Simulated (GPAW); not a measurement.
# Polarising H-GaAs-Cl chair monolayer with a field along the normal

The dipole of the cell at several fields, atoms fixed. What does the strongest field give, and what length does the slope stand for?

Set-up. GPAW 26.7.0, plane waves (500 eV), PAW setups, PBE, 9×9 mesh, a dipole layer in the vacuum; geometry relaxed without an applied field with GPAW. The cell's area is 14.75 Å², and e/ε0 = 180.95 V Å.

What came out, but for one run:

| field (V/Å) | dipole (e Å) |
| --- | --- |
| −0.2 | −0.0310 |
| −0.1 | 0.0090 |
| −0.05 | 0.0289 |
| 0.05 | 0.0687 |
| 0.1 | 0.0886 |
| 0.2 | 0.1284 |
| 0.3 | ? |

To predict: What is the dipole at 0.3 V/Å?

**Working.** A line through the 6 points has the slope α = 0.398 e Å per V/Å and the intercept p₀ = 0.0488 e Å (r.m.s. residual 5.5e−05). At 0.3 V/Å it gives p = 0.0488 + 0.398 × 0.3 = 0.1683 e Å; the run gives 0.1681 e Å, so the response stays linear to 0.1 % of the induced part. Dividing by ε0 and the area: α/(ε0 A) = 0.398 × 180.95 / 14.75 = 4.89 Å, against 4.57 Å between the outer nuclei. For a gapped layer this length is t(1 − 1/ε), so it fixes ε only once a thickness t is chosen.

**Limits.** This is the electronic response alone; ions that move would add to it in polar layers. No run was spin-polarised, so magnetic states weren't tested. Layers with unlike faces were relaxed with their cell in a fully periodic cell without the dipole layer, so their atoms felt a small spurious field.
